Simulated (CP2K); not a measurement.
Consider ammonia dimer at its PBE geometry (Å).

```xyz
8

N    -0.8097   -0.6933   -0.9288
N     0.9483    0.7040    1.3026
H    -0.3891   -1.6245   -0.9568
H    -0.9671   -0.4184   -1.8989
H    -1.7306   -0.8096   -0.5026
H     1.9187    0.8245    1.0036
H     0.6011    1.6445    1.5023
H     0.4282    0.3726    0.4785
```

Method: CP2K XAS_TDP, all-electron GAPW, PBEh(45%), aug-cc-pVDZ, TDA, GW2X-corrected core level, no relativity.

Q: Predict the bright core excitations at the N K edge.

Leading lines: N1 404.66 eV and N2 403.90 eV. The leading line of an atom is its first one with 35 % of the strongest within 2.5 eV of its lowest line over the strength cut. Core ionisation energies at this level: N1 406.32 and N2 405.09 eV.

The first six lines of each atom with a strength over 0.0015:

```
                              atom  energy (eV)  states  strength, one atom  above the computed threshold
N1 (bonded to 3 H, takes 1 H bond)       403.29       1              0.0068                              
                                         404.66       2              0.0511                              
                                         405.33       1              0.0064                              
                                         406.37       1              0.0036                           yes
                                         406.43       1              0.0016                           yes
                                         406.96       1              0.0113                           yes
N2 (bonded to 3 H, gives 1 H bond)       402.77       1              0.0064                              
                                         403.81       1              0.0055                              
                                         403.90       1              0.0199                              
                                         404.71       1              0.0048                              
                                         404.96       1              0.0029                              
                                         405.21       1              0.0029                           yes
```

Lines are vertical, at one geometry, with no vibrational structure. GW2X ionisation energies and lines can be off by 1 to 2 eV either way, and a good line position may hide errors that cancel. These values hold no scalar relativity, about 0.2 eV for N 1s. Rydberg lines, and the discretised continuum above threshold, depend on the basis and the box. This is one low-energy arrangement of the cluster, relaxed without a dispersion correction; others exist.

[Banner, clock and machine lines of the logs are left out without a mark of their own.]

[Logs are printed without paths, hosts, clocks, repeated set-up lines and the standing remarks that a program may print on its own settings, such as how far it seeks lower states.]

[Hosts, paths, dates, database ids (printed as entryN), source tags and the programs' standing remarks are cut or masked in the printed files.]
